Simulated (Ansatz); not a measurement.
**Work function of Pd(110): what the settings cost and change**

Aim: the numerical settings behind the work function of Pd(110), with the cost of each.

Calculated with Ansatz 0.2.0; plane-wave DFT, PBE, Ansatz PAW.

The experiments to compare with:

For Pd (clean (110) face, a compiled value), “Anisotropic work function of elemental crystals” (2019, arxiv:1902.07811) quotes earlier work: work function (clean (110) face, a compiled value) 5.07 eV.

Report form: the programs' logs are mostly left out.

## 1. The starting structure

The cell holds 7 atoms: 7 Pd. Cell: a = 3.890 Å, b = 2.751 Å, c = 26.252 Å, α = 90.0°, β = 90.0°, γ = 90.0°. Vacuum lies along c.

## 2. Slab, setting cutoff 200 eV

A work function rests on the faint tail of the density, so the SCF threshold is tight. The cutoff is raised first; then mesh and smearing are varied at the default cutoff.

Input file input.yaml:

```yaml
crystal:
  lattice:
    - [3.89, 0.0, 0.0]
    - [0.0, 2.7506453788, 0.0]
    - [0.0, 0.0, 26.2519361364]
  atoms:
    - { symbol: Pd, position: [0.0, 0.0, 0.3428318564] }
    - { symbol: Pd, position: [0.5, 0.5, 0.3952212376] }
    - { symbol: Pd, position: [0.0, 0.0, 0.4476106188] }
    - { symbol: Pd, position: [0.5, 0.5, 0.5] }
    - { symbol: Pd, position: [0.0, 0.0, 0.5523893812] }
    - { symbol: Pd, position: [0.5, 0.5, 0.6047787624] }
    - { symbol: Pd, position: [0.0, 0.0, 0.6571681436] }
kpoints:
  mp_grid: { grid: [11, 15, 1] }
hamiltonian:
  xc: pbe
scf:
  occupations: { method: fermi_dirac, width: 0.1 }
  convergence: { dr2_threshold: 1.0e-09 }
efield:
  axis: 3
  dipole_correction: true
  ramp_position: 0.97
  ramp_width: 0.06
basis:
  ecutwfc: "200 eV"
output:
  write_potential: true
  write_density: true
  volumetric_format: npy
  elf: true
```

On the command line:

```bash
$ ansatz run input.yaml --threads 2 --pin off --max-ram 3072MiB --backend cpu --events-out ev --progress --plain --runs-dir out
```

Run time: 28 s. Hardware: 2 threads of Intel Xeon 6975P-C (Granite Rapids), shared host; peak memory 0.64 GiB.

Numbers from this step:

| Item | Value |
| --- | --- |
| energy at zero smearing | -48723.0018 eV |
| work function, upper face | 5.582 eV |

Running mean over 1.375 Å of the planar mean; the ramp of the sawtooth is left out. Table of electron's electrostatic potential energy less the Fermi level by z:

```csv
z (Å),electron's electrostatic potential energy less the Fermi level (eV)
3.15,5.52
3.78,5.48
4.20,5.45
4.83,5.40
5.25,5.35
5.88,5.27
6.30,5.19
6.93,4.94
7.56,3.92
7.98,1.43
8.61,-4.62
9.03,-7.14
9.66,-8.03
10.08,-8.15
10.71,-8.28
11.34,-8.32
11.76,-8.33
12.39,-8.34
12.81,-8.33
13.44,-8.33
13.86,-8.34
14.49,-8.33
14.91,-8.32
15.54,-8.28
16.17,-8.15
16.59,-8.03
17.22,-7.14
17.64,-4.62
18.27,1.43
18.69,3.92
19.32,4.94
19.95,5.19
20.37,5.27
21.00,5.35
21.42,5.40
22.05,5.45
22.47,5.48
23.10,5.52
```

Electrostatic potential energy in the ca plane at fractional y = 0.000, with atoms of Pd within 0.2 Å of it. With pseudopotentials it is smooth inside the atoms' cores, unlike the true potential.

Ten even steps from '0' (-57 eV) to '9' (9 eV), each cell a mean:
```
99999840026997200379851015897300279999999999
99999974458998644689975457998644689999999999
99999998889999888999998889999988999999999999
99999999999999999999999999999999999999999999
99999999999999999999999999999999999999999999
99999999999999999999999999999999999999999999
99999999999999999999999999999999999999999999
99999986678999766899987678999866799999999999
99999852137997411489862126998411489999999999
99999730015886100279840004897200169999999999
```
Columns run along c (16.0 Å, from fractional 0.24 to 0.85 of the cell; values clipped at the 3rd and 97th percentile), rows up along a (3.9 Å). Atoms in or near the plane, at fractional coordinates: Pd at (0.34, 0.00), Pd at (0.45, 0.00), Pd at (0.55, 0.00), Pd at (0.66, 0.00).

Valence density in the ca plane at fractional y = 0.000, with atoms of Pd within 0.2 Å of it. It is the smooth field of the valence electrons, not physical close to the nuclei.

Ten even steps from '0' (0 e/Å³) to '9' (13 e/Å³), each cell a mean:
```
00000027851001487300016861000378400000000000
00000002310000132100002320000122100000000000
00000000000000000000000000000000000000000000
00000000000000000000000000000000000000000000
00000000000000000000000000000000000000000000
00000000000000000000000000000000000000000000
00000000000000000000000000000000000000000000
00000001100000011000001110000011000000000000
00000015631000365200014641000255300000000000
00000038962001599400028972000499510000000000
```
Columns run along c (16.0 Å, from fractional 0.24 to 0.85 of the cell), rows up along a (3.9 Å). Atoms in or near the plane, at fractional coordinates: Pd at (0.34, 0.00), Pd at (0.45, 0.00), Pd at (0.55, 0.00), Pd at (0.66, 0.00).

ELF in the ca plane at fractional y = 0.000, with atoms of Pd within 0.2 Å of it. It is the smooth field of the valence electrons, not physical close to the nuclei.

Ten even steps from '0' (0.00) to '9' (0.53), each cell a mean:
```
00002499897336988953389898335988962100000000
00001369984333799623248984233699832000000000
00000124433444333344433433444344321000000000
00000022245445422454453135445422210000000000
00000000134334311343342124334310000000000000
00000011245434412443443134434421100000000000
00000122235545322354542224545322210000000000
00001247753443576424336763343477521000000000
00001489996334999833369996234999952100000000
00002597698336967953498688336976972100000000
```
Columns run along c (16.0 Å, from fractional 0.24 to 0.85 of the cell), rows up along a (3.9 Å). Atoms in or near the plane, at fractional coordinates: Pd at (0.34, 0.00), Pd at (0.45, 0.00), Pd at (0.55, 0.00), Pd at (0.66, 0.00).

The work function is 5.582 eV. The program marks this work function as in doubt.

## 3. Run

Changes to input.yaml since step 2:

```diff
@@ -26,3 +26,3 @@
 basis:
-  ecutwfc: "200 eV"
+  ecutwfc: "300 eV"
 output:
@@ -31,2 +31 @@
   volumetric_format: npy
-  elf: true
```

Run time: 56 s. Hardware: 2 threads; peak memory 0.89 GiB; 1.7 min of CPU time.

The work function is 4.847 eV, -0.735 eV from the run “cutoff 200 eV”, at 1.9 times its CPU time.

## 4. Slab

Changes to input.yaml since step 3:

```diff
@@ -26,3 +26,3 @@
 basis:
-  ecutwfc: "300 eV"
+  ecutwfc: "420 eV"
 output:
```

Elapsed: 88 s, on 2 threads; peak memory 1.3 GiB.

The work function is 4.836 eV, -0.746 eV from the run “cutoff 200 eV”, at 3.1 times its CPU time.

## 5. Slab

Changes to input.yaml since step 4:

```diff
@@ -26,3 +26,3 @@
 basis:
-  ecutwfc: "420 eV"
+  ecutwfc: "600 eV"
 output:
```

Elapsed: 2.5 min, on 2 threads; peak memory 1.9 GiB; 4.7 min of CPU time.

The work function is 4.836 eV, -0.000 eV from the run “cutoff 420 eV”, at 1.7 times its CPU time.

## 6. Run

Changes to input.yaml since step 5:

```diff
@@ -14,3 +14,3 @@
 kpoints:
-  mp_grid: { grid: [11, 15, 1] }
+  mp_grid: { grid: [2, 3, 1] }
 hamiltonian:
@@ -25,4 +25,2 @@
   ramp_width: 0.06
-basis:
-  ecutwfc: "600 eV"
 output:
```

Run time: 7.8 s. Hardware: 2 threads; peak memory 0.55 GiB; 12 s of CPU time.

The work function is 4.701 eV, -0.135 eV from the run “cutoff 420 eV”, at 0.072 times its CPU time.

## 7. Slab

Changes to input.yaml since step 6:

```diff
@@ -14,3 +14,3 @@
 kpoints:
-  mp_grid: { grid: [2, 3, 1] }
+  mp_grid: { grid: [4, 5, 1] }
 hamiltonian:
```

Wall time 17 s (2 threads); peak memory 0.64 GiB.

The work function is 4.801 eV, -0.035 eV from the run “cutoff 420 eV”, at 0.19 times its CPU time.

## 8. Run

Changes to input.yaml since step 7:

```diff
@@ -14,3 +14,3 @@
 kpoints:
-  mp_grid: { grid: [4, 5, 1] }
+  mp_grid: { grid: [7, 10, 1] }
 hamiltonian:
```

Wall time 40 s (2 threads); peak memory 0.87 GiB.

The work function is 4.846 eV, +0.009 eV from the run “cutoff 420 eV”, at 0.45 times its CPU time.

## 9. Run

Changes to input.yaml since step 8:

```diff
@@ -14,3 +14,3 @@
 kpoints:
-  mp_grid: { grid: [7, 10, 1] }
+  mp_grid: { grid: [16, 22, 1] }
 hamiltonian:
```

Run time: 3 min. Hardware: 2 threads; peak memory 2.2 GiB.

The work function is 4.837 eV, +0.001 eV from the run “cutoff 420 eV”, at 2.1 times its CPU time.

## 10. Slab

Changes to input.yaml since step 9:

```diff
@@ -14,3 +14,3 @@
 kpoints:
-  mp_grid: { grid: [16, 22, 1] }
+  mp_grid: { grid: [11, 15, 1] }
 hamiltonian:
@@ -18,3 +18,3 @@
 scf:
-  occupations: { method: fermi_dirac, width: 0.1 }
+  occupations: { method: gaussian, width: 0.05 }
   convergence: { dr2_threshold: 1.0e-09 }
```

Wall time 87 s (2 threads); peak memory 1.3 GiB; 2.9 min of CPU time.

The work function is 4.886 eV, +0.049 eV from the run “cutoff 420 eV”, at 1.0 times its CPU time.

## 11. Run

Changes to input.yaml since step 10:

```diff
@@ -18,3 +18,3 @@
 scf:
-  occupations: { method: gaussian, width: 0.05 }
+  occupations: { method: methfessel_paxton, width: 0.2 }
   convergence: { dr2_threshold: 1.0e-09 }
```

It took 82 s on 2 threads; peak memory 1.3 GiB; 2.7 min of CPU time.

The work function is 4.879 eV, +0.043 eV from the run “cutoff 420 eV”, at 0.97 times its CPU time.

## 12. Slab

Changes to input.yaml since step 11:

```diff
@@ -18,3 +18,3 @@
 scf:
-  occupations: { method: methfessel_paxton, width: 0.2 }
+  occupations: { method: fermi_dirac, width: 0.3 }
   convergence: { dr2_threshold: 1.0e-09 }
```

Wall time 94 s (2 threads); peak memory 1.4 GiB; 3.1 min of CPU time.

The work function is 4.717 eV, -0.119 eV from the run “cutoff 420 eV”, at 1.1 times its CPU time.

## 13. Run

Changes to input.yaml since step 12:

```diff
@@ -18,3 +18,3 @@
 scf:
-  occupations: { method: fermi_dirac, width: 0.3 }
+  occupations: { method: cold, width: 0.1 }
   convergence: { dr2_threshold: 1.0e-09 }
```

Elapsed: 77 s, on 2 threads; peak memory 1.3 GiB.

The work function is 4.885 eV, +0.049 eV from the run “cutoff 420 eV”, at 0.91 times its CPU time.

## 14. Comparing the runs

Times are for 2 threads of Intel Xeon 6975P-C (Granite Rapids), shared host. The series side by side:

```csv
no.,setting,"work function, upper face (eV)",time,memory (GiB)
1,cutoff 200 eV,5.582,28 s,0.64
2,cutoff 300 eV,4.847,56 s,0.89
3,cutoff 420 eV,4.836,88 s,1.3
4,cutoff 600 eV,4.836,2.5 min,1.9
5,mesh 2x3,4.701,7.8 s,0.55
6,mesh 4x5,4.801,17 s,0.64
7,mesh 7x10,4.846,40 s,0.87
8,mesh 16x22,4.837,3 min,2.2
9,Gaussian smearing 0.05 eV,4.886,87 s,1.3
10,methfessel_paxton smearing 0.2 eV,4.879,82 s,1.3
11,fermi_dirac smearing 0.3 eV,4.717,94 s,1.4
12,cold smearing 0.1 eV,4.885,77 s,1.3
```

## 15. Varying the input

An input spoilt on purpose, to show how the run answers: it repeats the earlier run “cutoff 200 eV” with efield.axis from 3 to 0, and scf.max_iter set to 100; its output block differs too.

Changes to input.yaml since step 13:

```diff
@@ -18,6 +18,7 @@
 scf:
-  occupations: { method: cold, width: 0.1 }
+  occupations: { method: fermi_dirac, width: 0.1 }
   convergence: { dr2_threshold: 1.0e-09 }
+  max_iter: 100
 efield:
-  axis: 3
+  axis: 0
   dipole_correction: true
@@ -25,2 +26,4 @@
   ramp_width: 0.06
+basis:
+  ecutwfc: "200 eV"
 output:
```

It took 0.03 s on 2 threads; peak memory 0.06 GiB.

The input was rejected at the start.

The program's message: “Error: invalid value for `efield.axis`: must be in [1, 3]; got 0”

The fault put into the input: an axis of 0, outside the range 1 to 3.

## 16. Results

```json
{
  "work function, cutoff 200 eV": "5.582 eV",
  "work function, cutoff 420 eV": "4.836 eV",
  "work function, cutoff 600 eV": "4.836 eV",
  "work function, mesh 2x3": "4.701 eV"
}
```

In words: The run at the highest cutoff gives 4.84 eV, and the settings tried spread the value from 4.70 to 5.58 eV. Against 600 eV, a cutoff of 200 eV is off by +0.746 eV. Against 600 eV, a cutoff of 420 eV is off by +0.000 eV. Against the finest mesh, 16 points along a, the coarser ones are off by -0.14 (2), -0.04 (4) and +0.01 (7) eV. The smearing schemes and widths spread it over 0.17 eV. The program marks the value as in doubt in “cutoff 200 eV”. The ladder's slabs use the tabulated experimental lattice constant (two decimals; a low-temperature value for the alkali metals). In 1 run of the series (cutoff 200 eV) the program warns that electrons reach the sawtooth's ramp, which makes dipole and work function less sure.

Computed beside measured:

| quantity | measured | cutoff 600 eV |
| --- | --- | --- |
| work function (clean (110) face, a compiled value) (eV) | 5.07 | 4.84 (-0.23 eV) |

Measured values from arxiv:1902.07811 (2019).

Verdict: The work function is off by -0.23 eV: fair agreement. The grades are ours: good and fair within 3 and 7 % for the work function. No cell relaxation is part of this session.

[Logs are printed without paths, hosts, clocks, repeated set-up lines and the standing remarks that a program may print on its own settings, such as how far it seeks lower states.]

[Hosts, paths, dates, database ids (printed as entryN), source tags and the programs' standing remarks are cut or masked in the printed files.]

[Maps of the electrostatic potential energy from Ansatz leave out the sawtooth potential of an applied field or a dipole correction, so their vacuum need not be flat; planar profiles and work functions include it.]
